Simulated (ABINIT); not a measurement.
An input for ABINIT 10.8.3 (SrTiO3 (Tausonite)):

```
acell 3*1.0 Angstrom
rprim 
  3.905280000000 0.000000000000 0.000000000000
  0.000000000000 3.905280000000 0.000000000000
  0.000000000000 0.000000000000 3.905280000000
ntypat 3
znucl 38 22 8
natom 5
typat 1 2 3 3 3
xred 
  0.500000000000 0.500000000000 0.500000000000
  0.000000000000 0.000000000000 0.000000000000
  0.500000000000 0.000000000000 0.000000000000
  0.000000000000 0.500000000000 0.000000000000
  0.000000000000 0.000000000000 0.500000000000
pp_dirpath "pseudos"
pseudos "Sr.upf, Ti.upf, O.upf"
ecut 38
ngkpt 4 4 4
nshiftk 1
shiftk 0 0 0
kptopt 1
chksymbreak 0
istwfk *1
occopt 1
irdwfk 1
optdriver 3
nband 176
ecuteps 6
inclvkb 2
awtr 1
symchi 1
irdqps 1
gwcalctyp 10
nqptdm 9
qptdm 
  0.2500000000 0.0000000000 0.0000000000
  0.5000000000 0.0000000000 0.0000000000
  0.2500000000 0.2500000000 0.0000000000
  0.5000000000 0.2500000000 0.0000000000
  0.5000000000 0.5000000000 0.0000000000
  0.2500000000 0.2500000000 0.2500000000
  0.5000000000 0.2500000000 0.2500000000
  0.5000000000 0.5000000000 0.2500000000
  0.5000000000 0.5000000000 0.5000000000
indata_prefix "in"
outdata_prefix "out"
tmpdata_prefix "tmp"
```

```sh
OMP_NUM_THREADS=1 mpirun -n 4 abinit run.abi > log; mrgscr < mrgscr.stdin
```

**Question.** How long will it take on 4 MPI ranks of Arm Neoverse V2, shared host, and how much memory?

It took 86 s; on shared hardware allow 43 s to 2.9 min. Peak host memory was 1.5 GiB.

[Paths, hosts, dates, memory and timing lines, banners, echoed tables and standing remarks are left out of the program output.]

[Logs are printed without paths, hosts, clocks, repeated set-up lines and the standing remarks that a program may print on its own settings, such as how far it seeks lower states.]

[Runs of the session that timed out or met a known fault of the program may be left out.]

[Hosts, paths, dates, database ids (printed as entryN), source tags and the programs' standing remarks are cut or masked in the printed files.]

[G0W0 gaps are taken among the corrected bands and points alone; a level outside them can change the order at an edge.]

[Where Ansatz stands beside ABINIT at settings called matched, ABINIT's density can come from a denser mesh and the files from another edition; pairs whose starting gaps differed by over 0.03 eV were left out, so agreement reads better than it is.]
